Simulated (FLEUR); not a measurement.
# 2 ML Ni on Cu(001), 3 substrate layers: from one collinear state to anisotropy, part 2 of 2

One state of 2 ML Ni on Cu(001), 3 substrate layers is converged without symmetry. Force theorems then give its anisotropy.

FLEUR MaX-R8.1; PBE; all-electron FLAPW film, Dirac cores, scalar-relativistic bands.

So far. Step 2 (Self-consistent state): After 67 cycles the largest moment stands at 0.765 μB.

### 5. Spin–orbit coupling, moments along z

Level of this step: PBE; all-electron FLAPW film, Dirac cores, scalar-relativistic bands with spin-orbit coupling (FLEUR).

Spin–orbit coupling ties the spins to the lattice and lets orbital moments form.

A new self-consistent run of the start ferro ++, with the moments along z. The k list default-1 (kpts.xml, not shown) is a Γ-centred 25×25×1 mesh.

inp.xml reads:

```
<?xml version="1.0" encoding="UTF-8" standalone="no"?>
<fleurInput fleurInputVersion="0.39">
   <comment>
      Cu3Ni2
   </comment>
   <calculationSetup>
      <cutoffs Kmax="3.66" Gmax="11.0" GmaxXC="11.0" numbands="169"/>
      <scfLoop itmax="150" minDistance="0.00002" maxIterBroyd="15" imix="Anderson" alpha="0.03" precondParam="0.0" spinf="2.0" sdNocoIR="T"/>
      <coreElectrons ctail="T" frcor="F" kcrel="0" coretail_lmax="0"/>
      <xcFunctional name="pbe" relativisticCorrections="F"/>
      <magnetism jspins="2"/>
      <soc l_soc="T" theta="0.0" phi="0.0" spav="F"/>
      <expertModes spex="0" secvar="F"/>
      <geometryOptimization l_f="F" forcealpha="1.0" forcemix="BFGS" epsdisp="0.00001" epsforce="0.00001"/>
      <ldaU l_linMix="F" mixParam="0.05" spinf="1.0"/>
   </calculationSetup>
   <cell>
      <bzIntegration valenceElectrons="69.0" mode="hist" fermiSmearingEnergy="0.00183747">
         <kPointListSelection listName="default-1"/>
         <xi:include xmlns:xi="http://www.w3.org/2001/XInclude" href="kpts.xml"> </xi:include>
      </bzIntegration>
      <xi:include xmlns:xi="http://www.w3.org/2001/XInclude" href="sym.xml"> </xi:include>
      <filmLattice scale="1.0" dVac="18.77" dTilda="21.27">
         <bravaisMatrixFilm>
            <row-1>    4.8305179197025199     0.0000000000000000</row-1>
            <row-2>    0.0000000000000000     4.8305179197025199</row-2>
         </bravaisMatrixFilm>
         <vacuumEnergyParameters vacuum="1" spinUp="-.25" spinDown="-.25"/>
         <vacuumEnergyParameters vacuum="2" spinUp="-.25" spinDown="-.25"/>
      </filmLattice>
   </cell>
   <atomSpecies>
      <species name="Copper (Cu)" element="Cu" atomicNumber="29">
         <mtSphere radius="2.29" gridPoints="757" logIncrement="0.016"/>
         <atomicCutoffs lmax="8" lnonsphr="6"/>
         <electronConfig flipSpins="F">
            <coreConfig>(1s1/2) (2s1/2) (2p1/2) (2p3/2) (3s1/2) (3p1/2) (3p3/2)</coreConfig>
            <valenceConfig>(4s1/2) (3d3/2) (3d5/2)</valenceConfig>
            <stateOccupation state="(4s1/2)" spinUp="0.500000" spinDown="0.500000"/>
         </electronConfig>
         <energyParameters s="4" p="4" d="3" f="4"/>
      </species>
      <species name="Nickel (Ni1.001" element="Ni" atomicNumber="28">
         <mtSphere radius="2.24" gridPoints="741" logIncrement="0.016"/>
         <atomicCutoffs lmax="8" lnonsphr="6"/>
         <electronConfig flipSpins="F">
            <coreConfig>(1s1/2) (2s1/2) (2p1/2) (2p3/2)</coreConfig>
            <valenceConfig>(3s1/2) (3p1/2) (3p3/2) (4s1/2) (3d3/2) (3d5/2)</valenceConfig>
            <stateOccupation state="(3d3/2)" spinUp="1.6" spinDown="1.6"/>
            <stateOccupation state="(3d5/2)" spinUp="2.9005" spinDown="1.8995"/>
         </electronConfig>
         <energyParameters s="4" p="4" d="3" f="4"/>
         <lo type="SCLO" l="0" n="3" eDeriv="0"/>
         <lo type="SCLO" l="1" n="3" eDeriv="0"/>
      </species>
   </atomSpecies>
   <atomGroups>
      <atomGroup species="Copper (Cu)">
         <filmPos label="                   1">.0000000000 .0000000000 -6.6971999520</filmPos>
         <force calculate="T" relaxXYZ="TTT"/>
      </atomGroup>
      <atomGroup species="Copper (Cu)">
         <filmPos label="                   2">1.000/2.000 1.000/2.000 -3.2814916877</filmPos>
         <force calculate="T" relaxXYZ="TTT"/>
      </atomGroup>
      <atomGroup species="Copper (Cu)">
         <filmPos label="                   3">.0000000000 .0000000000 .1341767261</filmPos>
         <force calculate="T" relaxXYZ="TTT"/>
      </atomGroup>
      <atomGroup species="Nickel (Ni1.001">
         <filmPos label="                   4">1.000/2.000 1.000/2.000 3.4608190615</filmPos>
         <force calculate="T" relaxXYZ="TTT"/>
      </atomGroup>
      <atomGroup species="Nickel (Ni1.001">
         <filmPos label="                   5">.0000000000 .0000000000 6.6971999520</filmPos>
         <force calculate="T" relaxXYZ="TTT"/>
      </atomGroup>
   </atomGroups>
   <output dos="F" band="F" slice="F">
      <bandDOS minEnergy="-.5*Htr" maxEnergy="0.5*Htr" sigma="0.015" storeEVData="T"/>
      <plotting iplot="0" polar="F">
         <plot TwoD="T" vec1="  1.0  0.0  0.0" vec2="  0.0  1.0  0.0" vec3="  0.0  0.0  1.0" zero="  0.0  0.0 -0.5" file="plot"/>
      </plotting>
      <moessbauerParams electricFieldGradient="F" isomerShift="F" coreHyperfine="F" valenceHyperfine="F"/>
   </output>
</fleurInput>
```

crystal.txt reads:

```
Cu3Ni2
&input film=T cartesian=F /
2.55620000000  0.00000000000  0.00000000000
0.00000000000  2.55620000000  0.00000000000
0.00000000000  0.00000000000  1.00000000000
1.8897261246
1.0 1.0 1.0

5
29 0.00000000000  0.00000000000  -6.69719995204
29 0.50000000000  0.50000000000  -3.28149168769
29 0.00000000000  0.00000000000  0.13417672612
28 0.50000000000  0.50000000000  3.46081906148 : 1.001
28 0.00000000000  0.00000000000  6.69719995204 : 1.001

&soc 0.0000000 0.0000000 /
&kpt div1=25 div2=25 div3=1 gamma=T /
```

Launch:

```bash
$ OMP_NUM_THREADS=1 inpgen -f crystal.txt > inpgen.log  # inp.xml is then edited as shown
$ OMP_NUM_THREADS=1 mpirun -n 8 fleur_MPI > fleur.log
```

The log of the run:

```text
[banner, memory and clock lines left out]
Welcome to FLEUR        (www.flapw.de)
      MaX-Release 8.1          (www.max-centre.eu)

 ========== k-point set info ==========
 Selected k-point list: default-1
 k-point list type: mesh
 0 x 0 x 0
 Number of k points: 160

 [... set-up left out ...]
 Iteration:     1   Distance:      91.91456232 me/bohr^3
 Iteration:     2   Distance:     132.55296530 me/bohr^3
 Iteration:     3   Distance:      68.98200611 me/bohr^3
 Iteration:     4   Distance:      47.55758046 me/bohr^3
 Iteration:     5   Distance:      31.62091060 me/bohr^3
 Iteration:     6   Distance:      27.65982888 me/bohr^3
 Iteration:     7   Distance:      24.09904064 me/bohr^3
 Iteration:     8   Distance:      14.41433054 me/bohr^3
 Iteration:     9   Distance:      21.23985493 me/bohr^3
 Iteration:    10   Distance:      12.23076897 me/bohr^3
[... 43 iterations left out ...]
 Iteration:    54   Distance:       0.00011494 me/bohr^3
 Iteration:    55   Distance:       0.00008080 me/bohr^3
 Iteration:    56   Distance:       0.00006270 me/bohr^3
 Iteration:    57   Distance:       0.00005343 me/bohr^3
 Iteration:    58   Distance:       0.00005573 me/bohr^3
 Iteration:    59   Distance:       0.00003856 me/bohr^3
 Iteration:    60   Distance:       0.00003160 me/bohr^3
 Iteration:    61   Distance:       0.00003121 me/bohr^3
 Iteration:    62   Distance:       0.00003385 me/bohr^3
 Iteration:    63   Distance:       0.00001694 me/bohr^3

 ********************************************************************
 Run finished successfully
 Stop message:
   all done
 ********************************************************************

--- out.xml (last complete iteration) ---
<iteration numberForCurrentRun="   63" overallNumber="   63">
         [... left out ...]
         <bandgap value="0.0000000000" units="eV"/>
         <sumValenceSingleParticleEnergies value="-60.2729064787" units="Htr"/>
         <FermiEnergy value="-0.1793141460" units="Htr"/>
         [... left out ...]
         <magneticMomentsInMTSpheres units="muBohr">
            <globalMagMoment atomType="1" vec="0.00000   0.00000  -0.00110"/>
            <globalMagMoment atomType="2" vec="0.00000   0.00000  -0.00386"/>
            <globalMagMoment atomType="3" vec="0.00000   0.00000  -0.00421"/>
            <globalMagMoment atomType="4" vec="0.00000   0.00000   0.53255"/>
            <globalMagMoment atomType="5" vec="0.00000   0.00000   0.76392"/>
         </magneticMomentsInMTSpheres>
         <orbitalMomentsInMTSpheres units="muBohr">
            <globalMagMoment atomType="1" vec="0.00000   0.00000  -0.00009"/>
            <globalMagMoment atomType="2" vec="0.00000   0.00000  -0.00001"/>
            <globalMagMoment atomType="3" vec="0.00000   0.00000  -0.00088"/>
            <globalMagMoment atomType="4" vec="0.00000   0.00000   0.04992"/>
            <globalMagMoment atomType="5" vec="0.00000   0.00000   0.07511"/>
         </orbitalMomentsInMTSpheres>
         [... left out ...]
         <totalEnergy value="    -8006.7167959654" units="Htr">
            <sumOfEigenvalues value="    -4651.7647582649">
               <coreElectrons value="-4591.4918517862"/>
               <valenceElectrons value="-60.2729064787"/>
            </sumOfEigenvalues>
         [... left out ...]
            <freeEnergy value="-8006.7181024461"/>
            <extrapolationTo0K value="-8006.7174492057"/>
         </totalEnergy>
         <densityConvergence units="me/bohr^3">
            <chargeDensity spin="1" distance="0.0000085098"/>
            <chargeDensity spin="2" distance="0.0000124912"/>
            <overallChargeDensity distance="0.0000130301"/>
            <spinDensity distance="0.0000169443"/>
         </densityConvergence>
      </iteration>
```

The job ended after 21 min (8 MPI ranks of Arm Neoverse V1, shared host; peak memory 1.5 GiB).

Spin moment in the muffin-tin sphere by atom:

```
atom  spin moment in the muffin-tin sphere (μB)
 Cu1                                     -0.001
 Cu2                                     -0.004
 Cu3                                     -0.004
 Ni4                                      0.533
 Ni5                                      0.764
```

This step gave:

* free energy: -217873.8988 eV
* program's band gap on this mesh (in a metal only a level spacing): 0 eV
* magnetization: 1.209 μB
* final state: ferromagnetic
* orbital moment along the spin: 0.07511 μB

Orbital moment in the sphere, along the spin axis by atom:

| atom | orbital moment in the sphere, along the spin axis (μB) |
| --- | --- |
| Cu1 | -0.0001 |
| Cu2 | 0.0000 |
| Cu3 | -0.0009 |
| Ni4 | 0.0499 |
| Ni5 | 0.0751 |

### 6. Outcome

| Quantity | Value |
| --- | --- |
| reference state | ferromagnetic |
| largest sphere moment | 0.765 μB |
| easy direction of those tried | z |
| energy along x less z, force theorem | 0.194 meV a primitive cell |
| orbital moment on the atom of largest spin, along its spin (spin–orbit run) | 0.0751 μB |

What this shows: By the force theorem the moments prefer z; shape anisotropy is not in it, and in a film it favours the plane. The difference for the second direction goes from 0.12 meV (mesh 16×16×1, 149 states, 9.8 min of CPU time) to 0.19 meV (mesh 25×25×1, 149 states, 24 min), so it is not converged. The orbital moment is parallel to the spin, as Hund's third rule has it for a shell over half filled. The state was typed, and no other order was converged beside it, so it need not be the ground state. A substrate of 3 unrelaxed layers is a model; thickness and relaxation can move these numbers.

[Logs and program files are shortened in this print: banners, set-up blocks, solver, clock and traceback lines can be left out without a mark of their own.]

[Logs are printed without paths, hosts, clocks, repeated set-up lines and the standing remarks that a program may print on its own settings, such as how far it seeks lower states.]

[Hosts, paths, dates, database ids (printed as entryN), source tags and the programs' standing remarks are cut or masked in the printed files.]

[Where a cell is said to come from a database of computed structures, the database is the Materials Project.]
